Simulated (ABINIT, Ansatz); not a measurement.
# Li2H6Pt (Fm-3m): G0W0 on several meshes in ABINIT, part 2 of 2

Aim: the GW shift of Li2H6Pt (Fm-3m) against the k mesh.

ABINIT 10.8.3; LDA and many-body steps on it, plane waves. Known limits of the many-body steps: not at the basis limit; no spin polarisation; d states lean on the start; no spin-orbit coupling; coarse k mesh.

So far. Step 4 (4×4×4): The gap on the mesh goes from 2.76 eV to 4.75 eV, a correction of +1.99 eV. Step 5 (Empty states on the mesh, 2×2×2 mesh, 69 bands): On this mesh the gap is 2.776 eV.

**7. 2×2×2**

This step: G0W0 on LDA, plane waves, norm-conserving pseudopotentials.

Contents of run.abi:

```
acell 3*1.0 Angstrom
rprim 
  -0.000000000000 3.324927160000 3.324927160000
  3.324927160000 0.000000000000 3.324927160000
  3.324927160000 3.324927160000 0.000000000000
ntypat 3
znucl 3 1 78
natom 9
typat 1 1 2 2 2 2 2 2 3
xred 
  0.750000000000 0.750000000000 0.750000000000
  0.250000000000 0.250000000000 0.250000000000
  0.754787880000 0.754787880000 0.245212120000
  0.245212120000 0.754787880000 0.245212120000
  0.754787880000 0.245212120000 0.245212120000
  0.245212120000 0.245212120000 0.754787880000
  0.754787880000 0.245212120000 0.754787880000
  0.245212120000 0.754787880000 0.754787880000
  0.000000000000 0.000000000000 0.000000000000
pp_dirpath "pseudos"
pseudos "Li.upf, H.upf, Pt.upf"
ecut 34
ngkpt 2 2 2
nshiftk 1
shiftk 0 0 0
kptopt 1
chksymbreak 0
istwfk *1
occopt 1
irdwfk 1
optdriver 4
nband 63
gwcalctyp 0
ecutsigx 34
symsigma 1
nkptgw 3
kptgw 
  0.5000000000 0.0000000000 0.0000000000
  0.5000000000 0.5000000000 0.0000000000
  0.0000000000 0.0000000000 0.0000000000
bdgw 
  14 17
  14 17
  13 19
ecuteps 4.2
irdscr 1
ppmodel 1
indata_prefix "in"
outdata_prefix "out"
tmpdata_prefix "tmp"
```

On the command line:

```bash
$ OMP_NUM_THREADS=1 mpirun -n 4 abinit run.abi > log
```

Numbers of over 12 decimals in the logs are rounded to 6 here.

Log:

```text
.Version 10.8.3 of ABINIT. v10.8.2 released Aug 2026.

 Symmetries : space group Fm -3 m (#225); Bravais cF (face-center cubic)
[... echo of the input left out ...]
== DATASET  1 ==================================================================
-   mpi_nproc: 4, omp_nthreads: 1 (-1 if OMP is not activated)

--- !DatasetInfo
iteration_state: {dtset: 1, }
dimensions: {natom: 9, nkpt: 3, mband: 63, nsppol: 1, nspinor: 1, nspden: 1, mpw: 4720, }
cutoff_energies: {ecut:  34.0, pawecutdg:  -1.0, }
electrons: {nelect:   3.00000000E+01, charge:   0.00000000E+00, occopt:   1.00000000E+00, tsmear:   1.00000000E-02, }

 SIGMA: Calculation of the GW corrections

 Based on a program developped by R.W. Godby, V. Olevano, G. Onida, and L. Reining.
 Incorporated in ABINIT by V. Olevano, G.-M. Rignanese, and M. Torrent.
.Using double precision arithmetic ; gwpc =  8

[... cell and pseudopotentials left out ...]
--------------------------------------------------------------------------------

 ==== K-mesh for the wavefunctions ====
 Number of points in the irreducible wedge :     3
[... list of points left out ...]
 Together with 48 symmetry operations and time-reversal symmetry
 yields     8 points in the full Brillouin Zone.

 ==== Q-mesh for screening function ====
 Number of points in the irreducible wedge :     3
[... list of points left out ...]
 Together with 48 symmetry operations and time-reversal symmetry
 yields     8 points in the full Brillouin Zone.

 vcoul_init : cutoff-mode = AUXILIARY_FUNCTION
 q-points for optical limit:   1
     1)      0.000010    0.000020    0.000030
 setmesh: FFT mesh size selected  =    48x   48x   48
          total number of points  =       110592

 Number of electrons calculated from density =   30.0000; Expected =   30.0000
[...]
Perturbative Calculation

--- !SelfEnergy_ee
iteration_state: {dtset: 1, }
kpoint     : [   0.500,    0.000,    0.000, ]
spin       : 1
KS_gap     :    5.348
QP_gap     :    7.329
Delta_QP_KS:    1.981
data: !SigmaeeData |
     Band     E0 <VxcDFT>   SigX SigC(E0)      Z dSigC/dE  Sig(E)    E-E0       E
       14   1.392 -12.233 -14.993   2.285   0.815  -0.227 -12.620  -0.387   1.005
       15   1.392 -12.233 -14.993   2.285   0.815  -0.227 -12.620  -0.387   1.005
       16   6.740 -13.662  -8.881  -2.849   0.825  -0.213 -12.068   1.594   8.333
[...]
--- !SelfEnergy_ee
iteration_state: {dtset: 1, }
kpoint     : [   0.500,    0.500,    0.000, ]
spin       : 1
KS_gap     :    4.334
QP_gap     :    6.364
Delta_QP_KS:    2.030
data: !SigmaeeData |
     Band     E0 <VxcDFT>   SigX SigC(E0)      Z dSigC/dE  Sig(E)    E-E0       E
[...]
--- !SelfEnergy_ee
iteration_state: {dtset: 1, }
kpoint     : [   0.000,    0.000,    0.000, ]
spin       : 1
KS_gap     :    6.656
QP_gap     :    8.616
Delta_QP_KS:    1.961
data: !SigmaeeData |
     Band     E0 <VxcDFT>   SigX SigC(E0)      Z dSigC/dE  Sig(E)    E-E0       E
[...]
18   8.657 -10.853  -5.874  -3.228   0.837  -0.194  -9.387   1.466  10.123
       19   8.657 -10.853  -5.874  -3.228   0.837  -0.194  -9.387   1.466  10.123

 New Fermi energy :        1.229030E-01 Ha ,    3.344360E+00 eV

 === QP Band Gaps ===
  >>>> For spin  1
   Minimum direct gap =   6.3640 [eV], located at k-point      :   0.5000  0.5000  0.0000
   Fundamental gap    =   4.6794 [eV], Top of valence bands at :   0.5000  0.0000  0.0000
                                       Bottom of conduction at :   0.5000  0.5000  0.0000

== END DATASET(S) ==============================================================
================================================================================

 -outvars: echo values of variables after computation  --------
           etotal      0.0000000000E+00
            nband          63
             nkpt           3
          spgroup         225
 [... the other variables as echoed above ...]

 Calculation completed.
```

The job ended after 5 s (4 MPI ranks of Arm Neoverse V1, shared host; peak memory 0.69 GiB; 20 s of CPU time).

Numbers from this step:

```
G0W0 gap on the points computed              : 4.679 eV
starting gap on the mesh                     : 2.776 eV
k of the valence top                         : 0.5, 0, 0
k of the conduction bottom                   : 0.5, 0.5, 0
Z at the valence top                         : 0.815
Z at the conduction bottom                   : 0.828
least direct G0W0 gap on the computed points : 6.364 eV
```

Against G0W0 in ABINIT (4×4×4 mesh, 63 bands, screening to 114.3 eV, Godby-Needs plasmon pole), the gap moves by −0.072 eV.

**8. Side by side**

Times are wall times on 4 MPI ranks of Arm Neoverse V1, shared host, good to a factor of about two. A run's time includes the screening step that it read.

```
  run   mesh  bands  screening cutoff (eV)  DFT gap (eV)  gap on the mesh (eV)  direct (eV)  ε∞ used  time
4×4×4  4×4×4     63                  114.3         2.757                 4.751        6.486     4.22  33 s
2×2×2  2×2×2     63                  114.3         2.776                 4.679        6.364     5.69  10 s
```

**9. Summary of results**

- 4×4×4: 4.751 eV
- 2×2×2: 4.679 eV
- known limits: not at the basis limit; no spin polarisation; d states lean on the start; no spin-orbit coupling; coarse k mesh

In words: 2×2×2: −0.072 eV against 4×4×4, +0.018 eV of it in the start. Bands and cutoff are finite, so the gap is not at the basis limit. The miss can reach some tenths of an eV and take either sign; the mesh is an error of its own. In the first G0W0 run levels were corrected at 3 k points alone, so a gap called «on the mesh» is the least over those, and an edge elsewhere would be missed. A denser mesh or path gives a starting gap of 2.58 eV: the GW mesh misses a band edge, so its gaps are not the fundamental one. The runs have no spin polarisation. For a closed low-spin shell that is the natural state; where a d or f shell is open it is a constraint, and the gap is then not the crystal's own. With d states at the gap, one-shot GW leans hard on its start. The many-body steps are scalar-relativistic: spin-orbit coupling is not in them.

[Paths, hosts, dates, memory and timing lines, banners, echoed tables and standing remarks are left out of the program output.]

[Logs are printed without paths, hosts, clocks, repeated set-up lines and the standing remarks that a program may print on its own settings, such as how far it seeks lower states.]

[Runs of the session that timed out or met a known fault of the program may be left out.]

[No measured gap is set beside runs whose start may be inverted or whose files or cutoffs have a known fault.]

[Hosts, paths, dates, database ids (printed as entryN), source tags and the programs' standing remarks are cut or masked in the printed files.]

[G0W0 gaps are taken among the corrected bands and points alone; a level outside them can change the order at an edge.]

[Where Ansatz stands beside ABINIT at settings called matched, ABINIT's density can come from a denser mesh and the files from another edition; pairs whose starting gaps differed by over 0.03 eV were left out, so agreement reads better than it is.]
